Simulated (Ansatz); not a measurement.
## BiN (model cell, started as zinc blende): a soft mode frozen in

Wanted: the energy along a soft mode of BiN (model cell, started as zinc blende) and the structure at the end.

Program: Ansatz 0.2.0. Level of theory: DFT PBEsol, scalar-relativistic, plane waves, PAW. Results are calculated unless marked as measured.

The structure was built from a prototype and need not be the compound's stable phase.

## 1. Starting point

Symmetry: F-43m, No. 216, cubic system. The conventional cell has a = 5.480 Å, b = 5.480 Å, c = 5.480 Å, α = 90.00°, β = 90.00°, γ = 90.00°. Bi has 4 N at 2.37 Å nearest. Nearest to N lie 4 Bi at 2.37 Å. Farther neighbours and most contacts between anions are not listed.

## 2. Phonons on a q mesh

The cell comes from relaxations at this level that are not shown. Stability and thermal properties need the whole zone. Linear response on a 4×4×4 q mesh gives force constants as far as a supercell of that size would.

The input, input.yaml:

```yaml
crystal:
  lattice:
    - [0.0, 2.7401716009, 2.7401716009]
    - [2.7401716009, 0.0, 2.7401716009]
    - [2.7401716009, 2.7401716009, 0.0]
  atoms:
    - { symbol: Bi, position: [0.0, 0.0, 0.0] }
    - { symbol: "N", position: [0.25, 0.25, 0.25] }
kpoints:
  mp_grid: { grid: [16, 16, 16] }
hamiltonian:
  xc: pbesol
scf:
  occupations: { method: methfessel_paxton, width: 0.2 }
output:
  eigenvalues: true
phonons:
  method: dfpt
  qmesh: [4, 4, 4]
  temperatures: { t_max: 1000, t_step: 50 }
  qpath:
    path:
      - [[0.0, 0.0, 0.0], [-0.5, -0.5, 0.0], [-0.375, -0.375, 0.25]]
      - [[-0.375, 0.0, 0.375], [0.0, 0.0, 0.0], [0.0, 0.0, 0.5], [-0.5, -0.25, 0.25], [-0.5, -0.5, 0.0]]
    npoints: 10
```

Command:

```bash
> ansatz run input.yaml --threads 4 --pin off --max-ram 7168MiB --backend cpu --events-out ev --progress --plain --runs-dir out
```

Numbers of over 12 decimals in the logs are rounded to 6 here.

The program printed:

```text
Warning: phonons: the dynamical matrix that this run interpolates holds no multipole term above the dipole-dipole one, and a site of this crystal is no centre of inversion, so its interpolated transverse optical and acoustic branches and sound speeds can stay off near Gamma, and the density of states and the thermodynamics with them. What a run solves at a wave vector of phonons.qpoints, Gamma apart, where the deck admits one, is free of this, and under fd what a larger phonons.supercell samples
Engine: ansatz 0.2.0, aarch64-unknown-linux-gnu
Pseudopotentials: kind: paw
Pseudopotential: Bi, paw, valence charge 15, recommended cutoff 420 eV (normal), Bi.paw.azcp
Pseudopotential: N, paw, valence charge 5, recommended cutoff 420 eV (normal), N.paw.azcp
Functional definition: PBEsol
  exchange = pbesol_x
  correlation = pbesol_c
Crystal: 2 atoms, lattice volume = 41.149 Å³
Basis set: ecut = 420 eV, 821 PW (Γ), exchange–correlation on 54×54×54 points (8 copies of the dense FFT grid, shifted against one another)
Bands: 14, of which v1, the nominal top of the filled ones, is band 10 counted from 1 (9 counted from 0)
Symmetry: 24 space group operations
k-points: 145 of 4096 (time reversal used)
Non-local potential: Bi, projectors of the file, l = 0: 2, l = 1: 2, l = 2: 2, l = 3: 2
Non-local potential: N, projectors of the file, l = 0: 2, l = 1: 2, l = 2: 1
PAW form: soft (Blöchl's): semilocal exchange-correlation on the pseudo side does not see the compensation charge
PAW frozen core: Bi, regenerated for the run's functional, and the local potential with it (the file was generated under x = pbe(κ = 0.804, μ = 0.219515), c = pbe(β = 0.066725))
PAW frozen core: N, regenerated for the run's functional, and the local potential with it (the file was generated under x = pbe(κ = 0.804, μ = 0.219515), c = pbe(β = 0.066725))
PAW one-centre angular grid: Bi, 590 points (default); XC on 64 Gauss nodes
PAW one-centre angular grid: N, 110 points (default); XC on 64 Gauss nodes
Initial density: superposition of atomic densities (neutral atoms: chi_scale 0, normalization atom), corrected by the library's trained network
Initial wavefunctions: pseudopotential atomic-orbital guess
Functional: x = pbesol(κ = 0.804, μ = 0.123457), c = pbesol(β = 0.046)
SCF iter   1: F=—  HF=-12618.913948 eV  |F-HF|=—  |Δ(HF+E_count)|=         —  Δρ=1.81e-2  dr2=1.86e-1  ethr=1.77e-3  ⟨swp⟩=5.0  Hψ=9508  notcnv=0
preconditioner: auto → LDOS  [metal: Δε(μ)=0.054 eV  Ē_g=19.056 eV  σ=0.200 eV  W_gap=0.22  n_scr=14 (ndim 8)  ℏωp=25.9 eV  f_vac=0.018  D(μ)=0.93/eV (n_scr^D=8)  β→1.0]
SCF iter   2: F=—  HF=-12618.884009 eV  |F-HF|=—  |Δ(HF+E_count)|=   2.99e-2  S|Δr|=    0.00e0  Δρ=6.37e-3  dr2=1.56e-2  ethr=9.31e-4  ⟨swp⟩=2.0  Hψ=3605  notcnv=0
preconditioner: auto → Kerker (q_TF=auto, 2.419 Å⁻¹)  [metal: Δε(μ)=0.001 eV  Ē_g=19.061 eV  σ=0.200 eV  W_gap=0.00  n_scr=14 (ndim 8)  ℏωp=25.9 eV  f_vac=0.012  D(μ)=0.79/eV (n_scr^D=0)  β→0.5]
SCF iter   3: F=—  HF=-12618.881182 eV  |F-HF|=—  |Δ(HF+E_count)|=   2.83e-3  S|Δr|=    0.00e0  Δρ=9.12e-4  dr2=1.58e-4  ethr=7.82e-5  ⟨swp⟩=2.1  Hψ=2447  notcnv=0
SCF iter   4: F=—  HF=-12618.881258 eV  |F-HF|=—  |Δ(HF+E_count)|=   7.58e-5  S|Δr|=    0.00e0  Δρ=2.54e-4  dr2=4.29e-5  ethr=7.92e-7  ⟨swp⟩=2.0  Hψ=2681  notcnv=0
SCF iter   5: F=—  HF=-12618.881261 eV  |F-HF|=—  |Δ(HF+E_count)|=   3.22e-6  S|Δr|=    0.00e0  Δρ=7.92e-5  dr2=4.52e-6  ethr=2.15e-7  ⟨swp⟩=2.0  Hψ=2584  notcnv=0
SCF iter   6: F=—  HF=-12618.881273 eV  |F-HF|=—  |Δ(HF+E_count)|=   1.16e-5  S|Δr|=    0.00e0  Δρ=2.82e-5  dr2=5.41e-7  ethr=2.26e-8  ⟨swp⟩=2.1  Hψ=2548  notcnv=0
SCF iter   7: F=—  HF=-12618.881265 eV  |F-HF|=—  |Δ(HF+E_count)|=   8.20e-6  S|Δr|=    0.00e0  Δρ=3.32e-6  dr2=2.56e-9  ethr=2.70e-9  ⟨swp⟩=2.9  Hψ=3563  notcnv=0
SCF iter   8: F=—  HF=-12618.881265 eV  |F-HF|=—  |Δ(HF+E_count)|=   1.65e-9  S|Δr|=    0.00e0  Δρ=1.17e-6  dr2=6.27e-10  ethr=1.28e-11  ⟨swp⟩=2.2  Hψ=3009  notcnv=0
SCF iter   9: F=-12618.881265 eV  HF=-12618.881265 eV  |F-HF|=1.27e-11  |Δ(HF+E_count)|=  1.09e-10  S|Δr|=    0.00e0  Δρ=1.16e-7  dr2=6.05e-12  ethr=1.00e-12  ⟨swp⟩=5.0  Hψ=10951  notcnv=0
SCF 1 converged in 9 iterations: F = -12618.881265 eV  dr2 = 6.05e-12
  greatest PAW one-centre occupation: 0.989 electrons in one spin orbital (limit 2), on the Bi atom at site 0 (counted from 0), in its partial waves of l = 2
Initial density: read from a saved state, or passed on in memory by an earlier SCF of this step, an earlier step, the calling program or the single point that the run made first
iter 1 solved again at ethr=8.67e-7 eV; its pass at ethr=3.10e-3 eV (dr2=1.73e-4 eV) is discarded
SCF iter   1: F=—  HF=-12618.881265 eV  |F-HF|=—  |Δ(HF+E_count)|=         —  Δρ=4.29e-6  dr2=3.82e-9  ethr=8.67e-7  ⟨swp⟩=3.2  Hψ=15337  notcnv=0
eigensolver tolerance schedule: the retry pair's looser diagonalisation over-reported the residual by 45450.04 of it (diagonalisation noise at an unbounded share of the residual, at the tolerance the schedule requests for it); recorded, not acted on — ethr = c·dr2/N_el stays at c = 1.0e-1
preconditioner: auto → Kerker (q_TF=auto, 2.419 Å⁻¹)  [metal: Δε(μ)=0.013 eV  Ē_g=19.042 eV  σ=0.200 eV  W_gap=0.05  n_scr=14 (ndim 8)  ℏωp=25.9 eV  f_vac=0.011  D(μ)=0.82/eV (n_scr^D=0)]
SCF iter   2: F=—  HF=-12618.881265 eV  |F-HF|=—  |Δ(HF+E_count)|=   5.77e-7  S|Δr|=    0.00e0  Δρ=2.63e-6  dr2=1.91e-9  ethr=1.91e-11  ⟨swp⟩=3.8  Hψ=5256  notcnv=0
SCF iter   3: F=—  HF=-12618.881265 eV  |F-HF|=—  |Δ(HF+E_count)|=  4.46e-10  S|Δr|=    0.00e0  Δρ=1.51e-6  dr2=5.14e-10  ethr=9.53e-12  ⟨swp⟩=1.0  Hψ=2034  notcnv=0
SCF iter   4: F=—  HF=-12618.881265 eV  |F-HF|=—  |Δ(HF+E_count)|=  1.36e-10  S|Δr|=    0.00e0  Δρ=1.06e-6  dr2=2.49e-10  ethr=2.57e-12  ⟨swp⟩=1.0  Hψ=2030  notcnv=0
SCF iter   5: F=—  HF=-12618.881265 eV  |F-HF|=—  |Δ(HF+E_count)|=  6.37e-11  S|Δr|=    0.00e0  Δρ=5.88e-7  dr2=7.40e-11  ethr=1.24e-12  ⟨swp⟩=2.0  Hψ=3043  notcnv=0
SCF iter   6: F=—  HF=-12618.881265 eV  |F-HF|=—  |Δ(HF+E_count)|=  2.18e-11  S|Δr|=    0.00e0  Δρ=3.40e-7  dr2=2.49e-11  ethr=1.00e-12  ⟨swp⟩=1.0  Hψ=2030  notcnv=0
SCF iter   7: F=-12618.881265 eV  HF=-12618.881265 eV  |F-HF|=9.09e-12  |Δ(HF+E_count)|=  9.09e-12  S|Δr|=    0.00e0  Δρ=8.91e-8  dr2=1.73e-12  ethr=1.00e-12  ⟨swp⟩=3.0  Hψ=4399  notcnv=0
SCF 2 converged in 7 iterations: F = -12618.881265 eV  dr2 = 1.73e-12
phonons: the bands overlap, so this run is a metal and interpolates without the dipole-dipole term. If the crystal is really an insulator or semiconductor, its LO-TO splitting is missing
NSCF: frozen V_eff on 145 k-points
NSCF: frozen V_eff on 349 k-points
DFPT response loops at q = (0, 0, 0) (fractional): preconditioner auto → Kerker (q_TF=auto, 2.419 Å⁻¹) (partly filled bands, converged f_vac=0.011); β = 1.00, the filter's whole step (`scf.mixing.beta` (0.50) is not read by the response loops under this deck's `scf.mixing.preconditioner`; to damp them name `kerker` or `kerker_dos`, under which they read `scf.mixing.beta`, and type it under 1.00, their step now; both keys bind the ground state too); Broyden in place of MSR1
NSCF: frozen V_eff on 4352 k-points
DFPT response loops at q = (0, 0, 0.25) (fractional): mixed as the last ones told, above
NSCF: frozen V_eff on 2196 k-points
DFPT response loops at q = (0, 0, -0.5) (fractional): mixed as the last ones told, above
NSCF: frozen V_eff on 2320 k-points
DFPT response loops at q = (0, 0.25, 0.25) (fractional): mixed as the last ones told, above
NSCF: frozen V_eff on 8192 k-points
DFPT response loops at q = (0, 0.25, -0.5) (fractional): mixed as the last ones told, above
NSCF: frozen V_eff on 4352 k-points
DFPT response loops at q = (0, 0.25, -0.25) (fractional): mixed as the last ones told, above
NSCF: frozen V_eff on 1242 k-points
DFPT response loops at q = (0, -0.5, -0.5) (fractional): mixed as the last ones told, above
NSCF: frozen V_eff on 2320 k-points
DFPT response loops at q = (0.25, -0.5, -0.25) (fractional): mixed as the last ones told, above
SCF converged after 9 iterations
Stability not checked: this state was not tested for a lower state beside it, because cold or Methfessel-Paxton smearing, or corrected tetrahedra, fill the levels in a way that the test cannot read (fill_not_monotonic; see scf.lower_state_search)
Free energy (F): -12618.881265 eV
Harris-Foulkes:  -12618.881265 eV  (|F-HF|=1.27e-11)
Internal energy: -12618.880265 eV  (E = F + TS)
E sigma→0 (E₀):  -12618.881015 eV
Entropy (-TS):   -0.000999 eV (-0.500 meV/atom)
Fermi energy:    9.981247 eV
--- Per-component energies (eV) ---
  E_band       = -95.856585
  E_kinetic    = 427.609640
  E_local      = -1697.342854  (includes V_loc(G=0)·N_el)
  E_nonlocal   = 611.029055
  E_hartree    = 543.852201
  E_xc         = -209.300983
  E_vxc        = -219.320100  (∫ρ·V_xc dr)
  E_paw        = -10630.967595  (= ΣΔE_a)
  E_vpaw       = -305.536326  (= ΣTr[D̂ρ^β])
  E_aug_tail   = -0.000384  (compensation charges beyond the density's cutoff)
  E_ewald      = -1663.877196
  E_core_change = 0.117851  (= ΣΔE_core)
  E_smearing   = -0.000999  (= −TS)
  E_closure    = 0.000000  (closes the sum)
  Σ components = -12618.881265   (vs F -12618.881265, Δ=0.00e0)
--- Band table (eV; the first three rows and the last of 145) ---
  k-point 0: bands = [... 6 lower, 2.9452, 7.8293, 7.8293, 7.8293, 13.0047, 13.0047, 13.0047, 16.2383]
  k-point 1: bands = [... 6 lower, 2.8401, 7.7891, 7.7891, 7.8242, 12.7679, 13.0553, 13.0553, 16.6457]
  k-point 2: bands = [... 6 lower, 2.5381, 7.6794, 7.6794, 7.7854, 12.3700, 13.1891, 13.1891, 17.4576]
  k-point 144: bands = [... 6 lower, -0.8705, 5.0451, 5.2476, 10.3284, 11.9228, 12.3407, 15.3723, 16.8137]
--- Phonons (Γ-DFPT): 2 representative perturbations + reference (Σ response iterations 6) ---
  ASR residual: 6.961e-5 → 0.000e0 eV/Å²; symmetrization residual: 6.999e-7 eV/Å²
  ASR residual per site (eV/Å²): 1.09e-5 6.96e-5
  Γ frequencies (cm⁻¹): 0.00 0.00 0.00 309.70 309.70 309.70
--- Phonons (arbitrary-q DFPT): 8 irreducible q on the 4×4×4 mesh ---
  q = [0.0000, 0.0000, 0.0000] (star 1, of the zone-centre solve; hermiticity 3.02e-7, symmetrization 1.25e-12): -0.00 0.00 0.00 309.70 309.70 309.70
  q = [0.0000, 0.0000, 0.2500] (star 8, 2 solved perturbations on 2176 of 4096 k-point pairs; hermiticity 2.86e-7, symmetrization 4.78e-13): -12.96 -12.96 62.11 248.86 292.08 292.08
  q = [0.0000, 0.0000, -0.5000] (star 4, 2 solved perturbations on 1098 of 4096 k-point pairs; hermiticity 4.04e-7, symmetrization 2.97e-13): 32.99 32.99 123.45 289.05 289.05 301.49
  q = [0.0000, 0.2500, 0.2500] (star 6, 4 solved perturbations in 3616 linear systems a pass and spin channel, the states on 1160 of 4096 k-point pairs; hermiticity 5.50e-7, symmetrization 2.46e-13): -72.69 -72.69 85.05 200.63 200.63 264.04
  q = [0.0000, 0.2500, -0.5000] (star 24, 4 solved perturbations in 12544 linear systems a pass and spin channel, the states on 4096 of 4096 k-point pairs; hermiticity 3.15e-7, symmetrization 8.59e-14): -30.10 -20.39 113.72 182.58 205.82 295.95
  q = [0.0000, 0.2500, -0.2500] (star 12, 4 solved perturbations in 6672 linear systems a pass and spin channel, the states on 2176 of 4096 k-point pairs; hermiticity 4.90e-7, symmetrization 2.70e-13): -27.13 22.59 103.81 205.48 275.48 285.78
  q = [0.0000, -0.5000, -0.5000] (star 3, 4 solved perturbations in 1940 linear systems a pass and spin channel, the states on 621 of 4096 k-point pairs; hermiticity 4.90e-7, symmetrization 2.38e-13): -107.01 -107.01 108.86 111.00 111.00 272.88
  q = [0.2500, -0.5000, -0.2500] (star 6, 4 solved perturbations in 3498 linear systems a pass and spin channel, the states on 1160 of 4096 k-point pairs; hermiticity 5.36e-7, symmetrization 2.24e-13): -80.14 51.47 114.54 138.25 153.43 251.52
  sum rule: each row above includes the acoustic sum rule's correction from the zone centre's row sums; it moved no ω² by more than (1.16 cm⁻¹)²
  mesh force constants: q→R imaginary residual 9.88e-19; ASR residual 6.961e-5 → 0.000e0 eV/Å²; symmetrization residual 1.776e-15 eV/Å²
  interpolated dispersion: 62 rows × 6 modes
  density of states and harmonic sums: on the 20×20×20 q-mesh, interpolated from the force constants of a 4×4×4 supercell (no non-analytic term)
  largest difference from the sums on the solved wave vectors: F 1.00e-1 eV, S 1.30e-4 and C_V 2.96e-5 eV/K
  zero-point energy: 0.051731 eV/cell   skipped modes (ω ≤ 0): 332, of them read as no rigid motion or as one in doubt: 329 (1.265e0 modes/cell left out, lowest -107.01 cm⁻¹)   left out of the sums: 2.11e-1 of the cell's modes: C_V's classical limit lies that fraction below 3 k_B per atom; for a crystal, a wire or a layer, F and S can be off by more, and a phonons.interpolated_qmesh denser along its periods is the remedy for the sampling
```

It took 8.8 min on 4 threads of Arm Neoverse V1, shared host; peak memory 4.5 GiB; 34 min of CPU time.

Reading the cycles: dr2 is the Hartree energy of the density residual (eV), the measure of convergence; HF is the Harris–Foulkes estimate of the energy, which meets the free energy F at convergence.

This step gave:

| Item | Value |
| --- | --- |
| volume per atom | 20.57 Å³ |
| gap on the k-mesh | 0 eV |
| sum-rule residual before enforcement | 6.96e-5 eV/Å² |
| lowest frequency on the path | -107.0 cm⁻¹ |
| point group | -43m |
| highest frequency on the path or at a solved wavevector | 310.1 cm⁻¹ |
| highest optical mode at the zone centre (no LO-TO term) | 309.7 cm⁻¹ |
| lowest optical zone-centre mode | 309.7 cm⁻¹ |
| lowest mode on the q mesh (acoustic modes at Γ apart) | -107.0 cm⁻¹ |

Frequencies (cm⁻¹) solved at each irreducible wavevector; negative means imaginary. Frequencies by wavevector, by row:

```
q in reciprocal lattice units  star  mode 1  mode 2  mode 3  mode 4  mode 5  mode 6
                        0 0 0     1       0       0       0   309.7   309.7   309.7
                     0 0 0.25     8     -13     -13    62.1   248.9   292.1   292.1
                     0 0 -0.5     4      33      33   123.5   289.1   289.1   301.5
                  0 0.25 0.25     6   -72.7   -72.7      85   200.6   200.6     264
                  0 0.25 -0.5    24   -30.1   -20.4   113.7   182.6   205.8   295.9
                 0 0.25 -0.25    12   -27.1    22.6   103.8   205.5   275.5   285.8
                  0 -0.5 -0.5     3    -107    -107   108.9     111     111   272.9
              0.25 -0.5 -0.25     6   -80.1    51.5   114.5   138.2   153.4   251.5
```

Interpolated from a 4×4×4 q mesh. The phonon branches at the labelled points (cm⁻¹):

```
    point  branch 1  branch 2  branch 3  branch 4  branch 5  branch 6
        Γ         0         0         0       310       310       310
  halfway       -73       -73        85       201       201       264
        X      -107      -107       109       111       111       273
  halfway       -90       -84       111       114       123       275
        U       -37       -36       112       136       172       283
jump to K       -37       -36       112       136       172       283
  halfway       -50        21        81       223       271       293
        Γ         0         0         0       310       310       310
  halfway       -13       -13        62       249       292       292
        L        33        33       124       289       289       302
  halfway       -21        46       119       206       244       299
        W       -80        52       114       138       153       252
  halfway       -87       -60       112       123       124       271
        X      -107      -107       109       111       111       273
```

The phonon branches as a text plot (rows in cm⁻¹):

```
    301 |***                    ************    *******
    284 |  **          *********  ***    *  ********   **
    267 |   ***********      ** ****      *   *    ***      *****
    249 |                   *              ***      * *  ***
    232 |    **                 **                   * *
    215 |                  *   *
    197 |      *             **                       * *
    180 |       *         * *                          *
    162 |                * *                            **
    145 |        *      * *                              ****
    128 |         **   ***                      ******      ***
    110 |        **************               **      ***********
     93 |      **              *             *
     75 |    **                 *
     58 |   *                    *          *           ***
     41 |  *                      **       *     *******   *
     23 | *                *******  *     *   ***  ***      *
      6 |*                        ********   *
    -11 | *                * **      *  *****
    -29 |  *              *         *                 *
    -46 |   *            *     *****                   *     *
    -64 |    **         *                               *
    -81 |      **      **                                ******
    -98 |        *******                                      ***
         Γ           X  U|K            Γ         L        W     X
```

Symmetry leaves 8 wavevectors to solve. The lowest mode among them, the acoustic zeros apart, lies at q = (0, -0.5, -0.5) and is imaginary, 107.0i cm⁻¹, so the energy falls along it.

## 3. The mode frozen in, largest atomic shift 0 Å

The mode followed lies at q = (0.25, -0.5, -0.25) with frequency 80.1i cm⁻¹, one of the unstable modes though not the softest. At small amplitude the distorted cell has space group no. 121 by a symmetry search on the positions. The undistorted cell that holds it gives the zero of energy on the same k mesh.

System of this step: BiN (model cell, started as zinc blende). It takes space group F-43m (No. 216, cubic). Conventional cell: a = 5.480 Å, b = 5.480 Å, c = 5.480 Å, α = 90.00°, β = 90.00°, γ = 90.00°. Bi has 4 N at 2.37 Å nearest. Nearest to N lie 4 Bi at 2.37 Å. Farther neighbours and most contacts between anions are not listed.

The input, input.yaml:

```yaml
crystal:
  lattice:
    - [0.0, 0.0, -5.4803432018]
    - [5.4803432018, 0.0, 0.0]
    - [2.7401716009, -5.4803432018, -2.7401716009]
  atoms:
    - { symbol: Bi, position: [0.5, 0.5, 0.0] }
    - { symbol: Bi, position: [0.0, 0.0, 0.0] }
    - { symbol: Bi, position: [0.25, 0.75, 0.5] }
    - { symbol: Bi, position: [0.75, 0.25, 0.5] }
    - { symbol: "N", position: [0.625, 0.625, 0.25] }
    - { symbol: "N", position: [0.125, 0.125, 0.25] }
    - { symbol: "N", position: [0.375, 0.875, 0.75] }
    - { symbol: "N", position: [0.875, 0.375, 0.75] }
kpoints:
  mp_grid: { grid: [8, 8, 8] }
hamiltonian:
  xc: pbesol
scf:
  occupations: { method: methfessel_paxton, width: 0.2 }
output:
  forces: true
  stress: true
  eigenvalues: true
```

The program printed:

```text
[...]
Crystal: 8 atoms, lattice volume = 164.598 Å³
Basis set: ecut = 420 eV, 3195 PW (Γ), exchange–correlation on 80×80×90 points (8 copies of the dense FFT grid, shifted against one another)
Bands: 48, of which v1, the nominal top of the filled ones, is band 40 counted from 1 (39 counted from 0)
Symmetry: 32 space group operations
[...]
k-points: 59 of 512 (time reversal used)
[...]
k-point 0: bands = [... 36 lower, 7.8258, 9.0677, 9.6202, 10.3249, 10.3249, 11.9207, 11.9207, 12.3402, ... 4 higher]
  k-point 1: bands = [... 36 lower, 7.9414, 9.1301, 9.6167, 10.2295, 10.2295, 11.0115, 11.0115, 12.6014, ... 4 higher]
  k-point 2: bands = [... 36 lower, 8.2432, 9.2752, 9.6279, 9.9891, 9.9891, 10.0550, 10.0550, 11.8157, ... 4 higher]
  k-point 58: bands = [... 36 lower, 8.3033, 8.3033, 8.3033, 8.3033, 12.6557, 12.6557, 12.6557, 12.6557, ... 4 higher]
[key lines of the parts left out:]
SCF converged after 6 iterations
Free energy (F): -50475.527964 eV
Fermi energy:    9.964018 eV
P = ⅓ Tr σ = -0.0262 GPa (-0.262 kbar)
```

Elapsed: 8.5 s, on 4 threads; peak memory 0.64 GiB.

Numbers from this step:

```
pressure                         : -0.02624 GPa
energy from the undistorted cell : 0 meV/atom
```

The run ends at a pressure of -0.03 GPa.

[end of part 1 of 3]

[Logs are printed without paths, hosts, clocks, repeated set-up lines and the standing remarks that a program may print on its own settings, such as how far it seeks lower states.]

[Hosts, paths, dates, database ids (printed as entryN), source tags and the programs' standing remarks are cut or masked in the printed files.]
